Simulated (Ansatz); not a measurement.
# TiAl3 (I4/mmm): the Drude term of Re ε in the infrared

Re ε of TiAl3 (I4/mmm) along x at low photon energies is read from one computed spectrum; the carriers' damping was typed as γ = 0.03 eV. x, y and z are the Cartesian axes of the input cell.

Cell: a, b, c = 5.062, 5.062, 5.062 Å (primitive vectors), 4 atoms.

Method: Ansatz 0.2.0, PBE, independent particles, k-mesh 12×12×12 with interpolation inside its cells, Gaussian parameter 0.1 eV.

Launch of the response step: `ansatz run input.yaml --threads 4 --pin off --max-ram 8192MiB --backend cpu --events-out ev --progress --plain --runs-dir out`. The run took 22 s, on 4 threads of Intel(R) Xeon(R) Platinum 8488C (Sapphire Rapids), with other jobs on the host.

```
photon energy E (eV)  wavelength (µm)    Re ε
                0.25             4.96  -252.3
                0.30             4.13  -164.3
                0.35             3.54  -111.3
                0.40             3.10       ?
                0.50             2.48   -37.3
                0.60             2.07   -18.2
                0.70             1.77   -11.2
```

A Drude term over a constant background gives Re ε = ε_b − ωp²/(E² + γ²), linear in 1/(E² + γ²).

Working, on the rows shown:

| x = 1/(E² + γ²) (eV⁻²) | y = Re ε |
| --- | --- |
| 15.7729 | -252.3 |
| 11.0011 | -164.3 |
| 8.10373 | -111.3 |
| 3.98565 | -37.3 |
| 2.77085 | -18.2 |
| 2.03707 | -11.2 |

Means: x̄ = 7.2785, ȳ = -99.1. Σ(x − x̄)(y − ȳ) = -2583, Σ(x − x̄)² = 145.3. Slope = -2583 / 145.3 = -17.77; intercept = ȳ − slope · x̄ = 30.267. The line misses the rows shown by at most 5.3.

Question: Predict the last column of the withheld row from the fit.

Answer: At x = 6.215 the line gives y = -80.198. The run gave -77.0, so the interpolation is off by 3.2, 1.3 % of the range in the table.

Refitted with all rows, the slope is -17.79 and the intercept 30.866. These give ωp = √(−slope) = 4.22 eV, against 4.34 eV from the program's Fermi-surface sum, and an intercept of 30.9. Taking the program's Drude term off the rows leaves 45 at the lowest energy and 27 at the highest, so the background isn't constant: interband transitions lie in or near the window, and neither fitted number can be trusted. The values come from a sum over the points of one k-mesh and carry its error, which is largest for Fermi-surface quantities.

[Logs are printed without paths, hosts, clocks, repeated set-up lines and the standing remarks that a program may print on its own settings, such as how far it seeks lower states.]
